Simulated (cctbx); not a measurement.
# Lattice, Laue class and space group of a new crystal

Cell: a = 11.5910 Å, b = 11.5910 Å, c = 11.5910 Å, α = 90.00°, β = 90.00°, γ = 90.00°. Expected content of the cell: Tl4 Ir4 I24 Rb8.

Simulated single-crystal data (cctbx): Cu Kα, λ = 1.54184 Å, to d = 0.83 Å, 95 % of the full sphere, strongest reflection 20000 counts, noise from counting, a 2 % proportional error and a noise floor of 15 counts (s.d.); no absorption.

A first pass over the reflections prints:

```text
10890 reflections to d = 0.830 A
centring   violations  <I/sigma> of those
    A          0 of  5467      0.0
    B          0 of  5450      0.0
    C          0 of  5463      0.0
    I        703 of  5455      1.2
    R       1345 of  7238      3.1
    F          0 of  8190      0.0
Laue class    unique    Rint  (classes that these axes allow; Friedel mates merged)
F m m m           413   0.033
F m -3            143   0.035
F m -3 m          101   0.035
space group    extra absences  I>4sigma  <I/sigma>
F 4 3 2                 0          0         -  acentric
F -4 3 m                0          0         -  acentric
F m -3 m                0          0         -  centric
Wilson B = 1.66 A^2   <|E^2-1|> = 0.793 (0.968 centric, 0.736 acentric)   E^2>4: 5.0 %
shell (A)         n   <I/sigma>
 6.69 - 1.65     19     76.9
 1.65 - 1.32     15     72.9
 1.32 - 1.15     12     72.7
 1.15 - 1.05     10     83.2
 1.05 - 0.97     13     50.4
 0.97 - 0.91     10     66.6
 0.91 - 0.87     11     56.5
 0.87 - 0.83     11     44.0
```

Q: Read the symmetry from these tables.

The reflections that A, B, C and F centring forbids are absent (⟨I/σ⟩ near 0), so the lattice is F. F holds A, B and C together.

Rint stays low (0.033 to 0.035) up to F m -3 m, the highest class in these axes.

3 settings pass the absence test. No glide or screw absences show, which leaves F 4 3 2, F -4 3 m and F m -3 m.

⟨|E²−1|⟩ = 0.793 leans to a non-centrosymmetric structure. Here that hint misleads: the statistic assumes many like atoms on general positions, and few, heavy or special-position atoms break it. The Wilson B of 1.66 Å² means U ≈ 0.0210 Å².

The true group is Fm-3m (no. 225), Laue class m-3m, centrosymmetric. The tables only narrow the choice to the tied entries; cell content, site symmetry and trial solutions must settle it.

The model was made for the exercise: a known structure type with other elements put in, its volume estimated, not relaxed; displacement parameters are assumed.

[Logs are printed without paths, hosts, clocks, repeated set-up lines and the standing remarks that a program may print on its own settings, such as how far it seeks lower states.]
